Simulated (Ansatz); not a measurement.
# Lattice dynamics of Zr2NO2 monolayer, part 2 of 2

How does Zr2NO2 monolayer vibrate, and is this structure a minimum?

Ansatz 0.2.0; DFT LDA, scalar-relativistic, plane waves, PAW.

So far. Step 4 (Relaxing to small forces for the phonons): The largest force component left is 0.072 meV/Å, within the tolerances set. Step 5 (Modes at Γ): Before it was imposed, the acoustic sum rule was missed by 1.0e-4 eV/Å². Small misses are needed for a sound result but don't prove that mesh and cutoff are converged. The lowest optical mode is real, 84.5 cm⁻¹.

### Step 6. The dispersion

Stability and thermal properties need the whole zone. Linear response on a 6×6×1 q mesh gives force constants as far as a supercell of that size would.

Input file input.yaml:

```yaml
crystal:
  lattice:
    - [3.2106202781, 0.0, 0.0]
    - [-1.6053101391, 2.7804787227, 0.0]
    - [0.0, 0.0, 32.6]
  atoms:
    - { symbol: "N", position: [0.0, 0.0, 0.3067484663] }
    - { symbol: Zr, position: [0.3333333333, 0.6666666667, 0.347667417] }
    - { symbol: Zr, position: [0.6666666667, 0.3333333333, 0.2658295155] }
    - { symbol: O, position: [0.6666666667, 0.3333333333, 0.3770165888] }
    - { symbol: O, position: [0.3333333333, 0.6666666667, 0.2364803437] }
  periodic: [true, true, false]
kpoints:
  mp_grid: { grid: [12, 12, 1] }
hamiltonian:
  xc: lda
scf:
  occupations: { method: methfessel_paxton, width: 0.15 }
output:
  eigenvalues: true
phonons:
  method: dfpt
  qmesh: [6, 6, 1]
  temperatures: { t_max: 1000, t_step: 50 }
  qpath:
    path:
      - [0.0, 0.0, 0.0]
      - [0.5, 0.0, 0.0]
      - [0.33333333, 0.33333333, 0.0]
      - [0.0, 0.0, 0.0]
    npoints: 10
```

On the command line:

```
ansatz run input.yaml --threads 8 --pin off --max-ram 14336MiB --backend cpu --events-out ev --progress --plain --runs-dir out
```

Elapsed: 16 min, on 8 threads of Arm Neoverse V1, shared host; peak memory 2.9 GiB; 2 h of CPU time.

This step gave:

```yaml
sum_rule_residual_before_enforcement: 1.30e-5 eV/Å²
lowest_frequency_on_the_path: -223.0 cm⁻¹
highest_frequency_on_the_path_or_at_a_solved_wavevector: 602.8 cm⁻¹
lowest_mode_on_the_q_mesh_acoustic_modes_at_gamma_apart: -219.4 cm⁻¹
```

Frequencies (cm⁻¹) solved at each irreducible wavevector; negative means imaginary. Frequencies by wavevector, by row:

| q in reciprocal lattice units | star | mode 1 | mode 2 | mode 3 | mode 4 | mode 13 | mode 14 | mode 15 |
| --- | --- | --- | --- | --- | --- | --- | --- | --- |
| 0 0 0 | 1 | 0 | 0 | 0 | 84.5 | 535.4 | 542.2 | 602.8 |
| 0 0.1667 0 | 6 | 55.5 | 80.3 | 109.4 | 121.9 | 507.8 | 513.4 | 574.8 |
| 0 0.3333 0 | 6 | -219.4 | 120.4 | 121.2 | 161.5 | 483.5 | 493.4 | 560.9 |
| 0 -0.5 0 | 3 | 118.2 | 156.1 | 162.6 | 184 | 482.4 | 497.9 | 571.7 |
| 0.1667 0.1667 0 | 6 | -196.8 | 107.5 | 136.7 | 137.9 | 494.4 | 497.4 | 571.6 |
| 0.1667 0.3333 0 | 12 | -108.6 | 119.3 | 176.1 | 180.1 | 479.9 | 493.5 | 565.2 |
| 0.3333 0.3333 0 | 2 | 61.5 | 140.9 | 140.9 | 210.6 | 492.8 | 492.8 | 555.6 |

Interpolated from a 6×6×1 q mesh. Phonon branches along the path, in cm⁻¹:

| point | branch 1 | branch 2 | branch 3 | branch 4 | branch 12 | branch 13 | branch 14 | branch 15 |
| --- | --- | --- | --- | --- | --- | --- | --- | --- |
| Γ | 0 | 0 | 0 | 84 | 490 | 535 | 542 | 603 |
| halfway | -165 | 95 | 97 | 138 | 461 | 495 | 500 | 565 |
| M | 118 | 156 | 163 | 184 | 469 | 482 | 498 | 572 |
| halfway | -75 | 155 | 160 | 187 | 464 | 481 | 507 | 565 |
| K | 62 | 141 | 141 | 211 | 463 | 493 | 493 | 556 |
| halfway | -197 | 108 | 137 | 138 | 434 | 494 | 497 | 572 |
| Γ | 0 | 0 | 0 | 84 | 490 | 535 | 542 | 603 |

Tetrahedra on a 24×24×1 mesh, mean over bins of 10 cm-1. Interpolated from a 6×6×1 q mesh. The phonon density of states by wavenumber; read off at these points:

wavenumber (cm⁻¹), phonon density of states (1/cm⁻¹/cell) and a bar:
```
     -225     0.0009 
     -205     0.0084 ####
     -185     0.0043 ##
     -155     0.0030 #
     -135     0.0029 #
     -115     0.0030 #
      -95     0.0036 ##
      -65     0.0023 #
      -45     0.0015 #
      -25     0.0014 #
       -5     0.0019 #
       25     0.0037 ##
       45     0.0052 ##
       65     0.0037 ##
       85     0.0162 #######
      115     0.0488 #####################
      135     0.0236 ##########
      155     0.0268 ############
      175     0.0424 ###################
      205     0.0248 ###########
      225     0.0228 ##########
      245     0.0184 ########
      265     0.0000 
      295     0.0033 #
      315     0.0093 ####
      335     0.0326 ##############
      355     0.0151 #######
      385     0.0365 ################
      395     0.0584 ##########################
      405     0.0426 ###################
      425     0.0352 ###############
      445     0.0594 ##########################
      465     0.0585 ##########################
      475     0.0293 #############
      495     0.0664 #############################
      515     0.0108 #####
      535     0.0037 ##
      565     0.0681 ##############################
      585     0.0040 ##
      605     0.0004
```

The partial phonon density of states has structure finer than the step of the table below, so its rows give means over 20 cm⁻¹, whole bins alone (the curve runs from -232 to 631 cm⁻¹). Peaks (cm⁻¹: height): N 457.2: 0.0233, 565.7: 0.0432; O 234.7: 0.00593, 337.8: 0.0244, 392.1: 0.0366, 440.9: 0.0317, 489.8: 0.0391, 565.7: 0.00514; Zr -205.0: 0.00556, 120.7: 0.0416, 175.0: 0.0350, 196.7: 0.0357, 234.7: 0.0265, 484.3: 0.00737.

Phonopy on the run's constants, 21x21x1 mesh, Gaussian sigma 6.2 cm-1. Interpolated from a 6×6×1 q mesh. Table of partial phonon density of states by wavenumber; means over each step; values in 1/cm⁻¹/cell:

| wavenumber (cm⁻¹) | N | O | Zr |
| --- | --- | --- | --- |
| -220 | 3.2e-4 | 6.9e-4 | 0.00279 |
| -200 | 4.1e-4 | 0.00109 | 0.00477 |
| -180 | 2.0e-4 | 5.8e-4 | 0.00291 |
| -160 | 1.8e-4 | 5.1e-4 | 0.00287 |
| -140 | 1.3e-4 | 4.5e-4 | 0.00286 |
| -120 | 4.2e-5 | 2.3e-4 | 0.00193 |
| -100 | 1.0e-4 | 3.3e-4 | 0.00294 |
| -80 | 9.4e-5 | 4.0e-4 | 0.00405 |
| -60 | 3.9e-5 | 1.9e-4 | 0.00233 |
| -40 | 8.2e-6 | 2.6e-5 | 3.9e-4 |
| -20 | 3.7e-5 | 1.7e-4 | 0.00183 |
| 0 | 6.9e-5 | 2.1e-4 | 0.00146 |
| 20 | 1.3e-4 | 3.8e-4 | 0.00261 |
| 40 | 2.1e-4 | 5.0e-4 | 0.00299 |
| 60 | 2.5e-4 | 6.2e-4 | 0.00425 |
| 80 | 3.8e-4 | 0.00100 | 0.0100 |
| 100 | 4.4e-4 | 0.00137 | 0.0201 |
| 120 | 6.4e-4 | 0.00160 | 0.0364 |
| 140 | 3.1e-4 | 0.00120 | 0.0228 |
| 160 | 3.1e-4 | 0.00164 | 0.0283 |
| 180 | 3.6e-4 | 0.00253 | 0.0321 |
| 200 | 5.2e-4 | 0.00430 | 0.0290 |
| 220 | 1.2e-4 | 0.00379 | 0.0189 |
| 240 | 7.7e-5 | 0.00478 | 0.0216 |
| 260 | 2.0e-5 | 9.3e-4 | 0.00448 |
| 280 | 2.8e-7 | 5.4e-4 | 2.6e-5 |
| 300 | 1.9e-4 | 0.00368 | 1.1e-4 |
| 320 | 0.00215 | 0.0127 | 7.8e-4 |
| 340 | 0.00399 | 0.0212 | 0.00161 |
| 360 | 0.00355 | 0.0179 | 0.00218 |
| 380 | 0.00617 | 0.0297 | 0.00349 |
| 400 | 0.0104 | 0.0317 | 0.00361 |
| 420 | 0.0109 | 0.0233 | 0.00222 |
| 440 | 0.0148 | 0.0296 | 0.00250 |
| 460 | 0.0204 | 0.0234 | 0.00394 |
| 480 | 0.0141 | 0.0324 | 0.00634 |
| 500 | 0.0123 | 0.0292 | 0.00494 |
| 520 | 0.00204 | 0.00825 | 0.00140 |
| 540 | 9.9e-4 | 0.00192 | 3.1e-4 |
| 560 | 0.0264 | 0.00303 | 5.9e-4 |
| 580 | 0.0149 | 0.00179 | 7.0e-4 |
| 600 | 0.00133 | 1.8e-4 | 2.2e-4 |
| 620 | 3.8e-5 | 7.1e-6 | 8.3e-6 |

Symmetry leaves 7 wavevectors to solve. The lowest mode among them, the acoustic zeros apart, lies at q = (0, 0.333, 0) and is imaginary, 219.4i cm⁻¹, so the energy falls along it. Between them the interpolated path dips to 223i cm⁻¹.

### Step 7. Another isotope, element N, natural mass 14.007 amu

An isotope changes the mass and not the force constants, so no new electronic calculation is needed; the shifts show which modes move this element.

The same force constants with the mass of N changed from 14.007 to 15.000 u (phonopy, no LO-TO term). Both lists are sorted by frequency; levels can cross, so a row need not hold one and the same mode. Modes under 3 cm⁻¹ are left out. Isotope shifts, by row, the first 40 of 57 rows:

| q | rank | natural mass (cm⁻¹) | changed mass (cm⁻¹) |
| --- | --- | --- | --- |
| 0 0 0 | 4 | 84.55 | 84.55 |
| 0 0 0 | 5 | 84.55 | 84.55 |
| 0 0 0 | 6 | 233.4 | 233.4 |
| 0 0 0 | 7 | 289.1 | 289.1 |
| 0 0 0 | 8 | 289.1 | 289.1 |
| 0 0 0 | 9 | 388.5 | 386.6 |
| 0 0 0 | 10 | 388.5 | 386.6 |
| 0 0 0 | 11 | 489.9 | 476.8 |
| 0 0 0 | 12 | 489.9 | 476.8 |
| 0 0 0 | 13 | 535.4 | 530.2 |
| 0 0 0 | 14 | 542.2 | 542.2 |
| 0 0 0 | 15 | 602.8 | 589.4 |
| 0 0.1667 0 | 1 | 55.56 | 55.44 |
| 0 0.1667 0 | 2 | 80.35 | 80.27 |
| 0 0.1667 0 | 3 | 109.4 | 109.3 |
| 0 0.1667 0 | 4 | 121.9 | 121.8 |
| 0 0.1667 0 | 5 | 144.3 | 144.3 |
| 0 0.1667 0 | 6 | 207.1 | 206.8 |
| 0 0.1667 0 | 7 | 320.5 | 320.5 |
| 0 0.1667 0 | 8 | 336.6 | 335.5 |
| 0 0.1667 0 | 9 | 363.6 | 363.1 |
| 0 0.1667 0 | 10 | 391.6 | 389.3 |
| 0 0.1667 0 | 11 | 456.4 | 444.4 |
| 0 0.1667 0 | 12 | 472.1 | 459.8 |
| 0 0.1667 0 | 13 | 507.8 | 506.7 |
| 0 0.1667 0 | 14 | 513.4 | 511.8 |
| 0 0.1667 0 | 15 | 574.8 | 559 |
| 0 0.3333 0 | 1 | -219.4 | -218.7 |
| 0 0.3333 0 | 2 | 120.4 | 120.3 |
| 0 0.3333 0 | 3 | 121.2 | 121.2 |
| 0 0.3333 0 | 4 | 161.5 | 161.4 |
| 0 0.3333 0 | 5 | 193.9 | 193.8 |
| 0 0.3333 0 | 6 | 216.8 | 216.8 |
| 0 0.3333 0 | 7 | 354.4 | 350.7 |
| 0 0.3333 0 | 8 | 359.1 | 358.9 |
| 0 0.3333 0 | 9 | 362.5 | 359.4 |
| 0 0.3333 0 | 10 | 416.8 | 415.5 |
| 0 0.3333 0 | 11 | 424 | 420.5 |
| 0 0.3333 0 | 12 | 456.3 | 442.9 |
| 0 0.3333 0 | 13 | 483.5 | 481.7 |

A mode of this element alone would shift by -3.37 %. The highest zone-centre frequency without the field goes from 602.8 to 589.4 cm⁻¹ (-2.2 %). The product of the frequency ratios over all optical modes at Γ is 0.908; the product rule, (m/m′)^(3k/2) (M′/M)^(3/2) with k = 1 such atoms and M the mass of the cell, gives 0.908.

### Step 8. Isotope substitution, element O, natural mass 15.999 amu

The same for O, from 16.00 to 18.00 u.

The same force constants with the mass of O changed from 15.999 to 17.999 u (phonopy, no LO-TO term). Both lists are sorted by frequency; levels can cross, so a row need not hold one and the same mode. Modes under 3 cm⁻¹ are left out. Isotope shifts, by row, the first 40 of 57 rows:

| q | rank | natural mass (cm⁻¹) | changed mass (cm⁻¹) |
| --- | --- | --- | --- |
| 0 0 0 | 4 | 84.55 | 84.53 |
| 0 0 0 | 5 | 84.55 | 84.53 |
| 0 0 0 | 6 | 233.4 | 230.7 |
| 0 0 0 | 7 | 289.1 | 272.7 |
| 0 0 0 | 8 | 289.1 | 272.7 |
| 0 0 0 | 9 | 388.5 | 372.8 |
| 0 0 0 | 10 | 388.5 | 372.8 |
| 0 0 0 | 11 | 489.9 | 485.6 |
| 0 0 0 | 12 | 489.9 | 485.6 |
| 0 0 0 | 13 | 535.4 | 512.1 |
| 0 0 0 | 14 | 542.2 | 517.4 |
| 0 0 0 | 15 | 602.8 | 599.3 |
| 0 0.1667 0 | 1 | 55.56 | 55.11 |
| 0 0.1667 0 | 2 | 80.35 | 79.76 |
| 0 0.1667 0 | 3 | 109.4 | 109.2 |
| 0 0.1667 0 | 4 | 121.9 | 121.3 |
| 0 0.1667 0 | 5 | 144.3 | 143.6 |
| 0 0.1667 0 | 6 | 207.1 | 205.6 |
| 0 0.1667 0 | 7 | 320.5 | 302.8 |
| 0 0.1667 0 | 8 | 336.6 | 319.1 |
| 0 0.1667 0 | 9 | 363.6 | 345 |
| 0 0.1667 0 | 10 | 391.6 | 375.1 |
| 0 0.1667 0 | 11 | 456.4 | 450.2 |
| 0 0.1667 0 | 12 | 472.1 | 467.9 |
| 0 0.1667 0 | 13 | 507.8 | 487.6 |
| 0 0.1667 0 | 14 | 513.4 | 489.6 |
| 0 0.1667 0 | 15 | 574.8 | 572.8 |
| 0 0.3333 0 | 1 | -219.4 | -217 |
| 0 0.3333 0 | 2 | 120.4 | 120 |
| 0 0.3333 0 | 3 | 121.2 | 120.6 |
| 0 0.3333 0 | 4 | 161.5 | 161 |
| 0 0.3333 0 | 5 | 193.9 | 192.1 |
| 0 0.3333 0 | 6 | 216.8 | 214.8 |
| 0 0.3333 0 | 7 | 354.4 | 337.4 |
| 0 0.3333 0 | 8 | 359.1 | 340.3 |
| 0 0.3333 0 | 9 | 362.5 | 352.7 |
| 0 0.3333 0 | 10 | 416.8 | 395.3 |
| 0 0.3333 0 | 11 | 424 | 409.9 |
| 0 0.3333 0 | 12 | 456.3 | 454.8 |
| 0 0.3333 0 | 13 | 483.5 | 462.8 |

A mode of this element alone would shift by -5.72 %. The highest zone-centre frequency without the field goes from 602.8 to 599.3 cm⁻¹ (-0.6 %). The product of the frequency ratios over all optical modes at Γ is 0.721; the product rule, (m/m′)^(3k/2) (M′/M)^(3/2) with k = 2 such atoms and M the mass of the cell, gives 0.721.

### Step 9. Another isotope, element Zr, natural mass 91.222 amu

The same for Zr, from 91.22 to 95.91 u.

The same force constants with the mass of Zr changed from 91.222 to 95.908 u (phonopy, no LO-TO term). Both lists are sorted by frequency; levels can cross, so a row need not hold one and the same mode. Modes under 3 cm⁻¹ are left out. Isotope shifts, by row, the first 40 of 57 rows:

| q | rank | natural mass (cm⁻¹) | changed mass (cm⁻¹) |
| --- | --- | --- | --- |
| 0 0 0 | 4 | 84.55 | 82.47 |
| 0 0 0 | 5 | 84.55 | 82.47 |
| 0 0 0 | 6 | 233.4 | 228.7 |
| 0 0 0 | 7 | 289.1 | 289.1 |
| 0 0 0 | 8 | 289.1 | 289.1 |
| 0 0 0 | 9 | 388.5 | 386.6 |
| 0 0 0 | 10 | 388.5 | 386.6 |
| 0 0 0 | 11 | 489.9 | 489.9 |
| 0 0 0 | 12 | 489.9 | 489.9 |
| 0 0 0 | 13 | 535.4 | 534.7 |
| 0 0 0 | 14 | 542.2 | 539.7 |
| 0 0 0 | 15 | 602.8 | 600.6 |
| 0 0.1667 0 | 1 | 55.56 | 54.43 |
| 0 0.1667 0 | 2 | 80.35 | 78.65 |
| 0 0.1667 0 | 3 | 109.4 | 106.8 |
| 0 0.1667 0 | 4 | 121.9 | 119.1 |
| 0 0.1667 0 | 5 | 144.3 | 141 |
| 0 0.1667 0 | 6 | 207.1 | 202.7 |
| 0 0.1667 0 | 7 | 320.5 | 320.3 |
| 0 0.1667 0 | 8 | 336.6 | 336.4 |
| 0 0.1667 0 | 9 | 363.6 | 363 |
| 0 0.1667 0 | 10 | 391.6 | 390.2 |
| 0 0.1667 0 | 11 | 456.4 | 456.2 |
| 0 0.1667 0 | 12 | 472.1 | 472 |
| 0 0.1667 0 | 13 | 507.8 | 505.5 |
| 0 0.1667 0 | 14 | 513.4 | 511.9 |
| 0 0.1667 0 | 15 | 574.8 | 573.7 |
| 0 0.3333 0 | 1 | -219.4 | -215.6 |
| 0 0.3333 0 | 2 | 120.4 | 117.7 |
| 0 0.3333 0 | 3 | 121.2 | 118.5 |
| 0 0.3333 0 | 4 | 161.5 | 157.7 |
| 0 0.3333 0 | 5 | 193.9 | 189.8 |
| 0 0.3333 0 | 6 | 216.8 | 212.3 |
| 0 0.3333 0 | 7 | 354.4 | 354.1 |
| 0 0.3333 0 | 8 | 359.1 | 358.5 |
| 0 0.3333 0 | 9 | 362.5 | 360.6 |
| 0 0.3333 0 | 10 | 416.8 | 416.2 |
| 0 0.3333 0 | 11 | 424 | 422.7 |
| 0 0.3333 0 | 12 | 456.3 | 456.2 |
| 0 0.3333 0 | 13 | 483.5 | 481.8 |

A mode of this element alone would shift by -2.47 %. The highest zone-centre frequency without the field goes from 602.8 to 600.6 cm⁻¹ (-0.4 %). The product of the frequency ratios over all optical modes at Γ is 0.914; the product rule, (m/m′)^(3k/2) (M′/M)^(3/2) with k = 2 such atoms and M the mass of the cell, gives 0.914.

### Step 10. Outcome

```json
{
 "space group after relaxation (within 0.01 Å)": "P-3m1",
 "area per atom": "1.78 Å²",
 "electronic character": "no gap on this mesh",
 "highest optical mode at the zone centre (no LO-TO term)": "603 cm⁻¹",
 "lowest optical zone-centre mode": "84.5 cm⁻¹",
 "lowest mode on the q mesh (acoustic modes at Γ apart)": "-219 cm⁻¹",
 "highest frequency on the path or at a solved wavevector": "603 cm⁻¹",
 "imaginary modes on the 6×6×1 q mesh": "yes"
}
```

Modes are clearly imaginary (beyond 10i cm⁻¹) at 3 of the 7 irreducible wavevectors, most at q = (0, 0.333, 0) (219.4i cm⁻¹), so this structure is not a minimum of the energy. The optical modes at Γ span 85 to 603 cm⁻¹. The highest mode in this list at Γ, 602.8 cm⁻¹, is mostly motion of N (71 % of the kinetic energy). With no gap, or one that is small against the smearing, the frequencies hang on the k mesh and the smearing, most of all near Kohn anomalies. The phonon runs are without spin polarisation, although the cell has an odd electron count. In a sheet or slab the interpolated bending branch near Γ is rough, since the rotational sum rule isn't imposed. A phonon run warned that its eigensolver left some bands unconverged in a pass. The starting cell was built on a prototype and not taken from a measurement. These are harmonic frequencies at zero temperature: anharmonic shifts, linewidths and thermal expansion are left out.

[Logs are printed without paths, hosts, clocks, repeated set-up lines and the standing remarks that a program may print on its own settings, such as how far it seeks lower states.]

[Hosts, paths, dates, database ids (printed as entryN), source tags and the programs' standing remarks are cut or masked in the printed files.]
